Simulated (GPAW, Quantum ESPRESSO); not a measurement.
Two runs for the N K edge of atom 1 in BN (P6_3/mmc). Run A: Quantum ESPRESSO XSpectra, PBE, full core hole (charged cell), 28-atom cell with 6.6 Å between holes, 4×4×4 k points, dipole transitions, Lorentzian half width 0.4 eV. Run B differs in one choice.

Energy from the lowest empty level; intensity scaled to a mean of 1 over the first 20 eV:

```
E (eV)     A     B
  -2.0  0.06  0.05
  -1.5  0.08  0.06
  -1.0  0.12  0.10
  -0.5  0.23  0.20
   0.0  0.57  0.64
   0.5  0.72  0.78
   1.0  0.73  0.80
   1.5  0.62  0.62
   2.0  0.71  0.78
   2.5  0.60  0.60
   3.0  0.61  0.63
   3.5  0.72  0.75
   4.0  0.75  0.79
   4.5  0.79  0.88
   5.0  1.11  1.16
   5.5  1.47  1.47
   6.0  1.81  1.74
   6.5  2.18  1.91
   7.0  1.98  1.87
   7.5  1.94  1.78
   8.0  1.83  1.64
   8.5  1.53  1.45
   9.0  1.17  1.24
   9.5  0.89  1.08
  10.0  0.75  0.99
  10.5  0.84  0.98
  11.0  1.06  0.98
  11.5  0.86  0.97
  12.0  0.84  0.97
  12.5  0.94  0.99
  13.0  1.08  1.02
  13.5  1.07  1.04
  14.0  1.24  1.05
  14.5  1.23  1.04
  15.0  1.31  1.01
  15.5  1.23  0.95
  16.0  0.87  0.87
  16.5  0.73  0.80
  17.0  0.60  0.73
  17.5  0.52  0.68
  18.0  0.61  0.64
  18.5  0.66  0.60
  19.0  0.51  0.56
  19.5  0.39  0.53
  20.0  0.34  0.50
  20.5  0.32  0.47
  21.0  0.30  0.46
  21.5  0.32  0.44
  22.0  0.37  0.43
  22.5  0.40  0.43
  23.0  0.38  0.42
  23.5  0.26  0.42
  24.0  0.24  0.41
  24.5  0.33  0.41
  25.0  0.42  0.41
  25.5  0.45  0.41
  26.0  0.40  0.41
  26.5  0.37  0.41
  27.0  0.36  0.41
  27.5  0.41  0.41
  28.0  0.38  0.41
  28.5  0.39  0.40
  29.0  0.43  0.40
  29.5  0.39  0.40
  30.0  0.33  0.39
  30.5  0.34  0.39
  31.0  0.34  0.38
  31.5  0.35  0.38
  32.0  0.32  0.38
```

The database entry behind the starting cell differs from later determinations by our own check (about 0.3 % short, minor phase), so it need not match the best structure at ambient conditions.

Question: What was changed?
a) the size of the supercell
b) the broadening
c) the plane-wave cutoff
d) the volume of the cell

(b): run B changes the broadening from Lorentzian half width 0.4 eV to Lorentzian half width 0.3 eV up to 4 eV, rising linearly to 2.5 eV at 25 eV. Against the first run the r.m.s. difference is 13 %. The highest intensity below 16 eV goes from 6.5 eV (2.18) to 6.5 eV (1.91). Other settings could leave a like mark; this is the one that was changed.

[Banner, clock and machine lines of the logs are left out without a mark of their own.]

[Logs are printed without paths, hosts, clocks, repeated set-up lines and the standing remarks that a program may print on its own settings, such as how far it seeks lower states.]

[Hosts, paths, dates, database ids (printed as entryN), source tags and the programs' standing remarks are cut or masked in the printed files.]

[Lists of maxima count a maximum above −3 eV only where it reaches 4 % of the highest in the window and stands out from its surroundings by 2 % of it (1.5 % where it reaches 55 %); shoulders and weaker maxima are passed over, and of the rest the first, up to two pre-edge ones and the few strongest are named.]
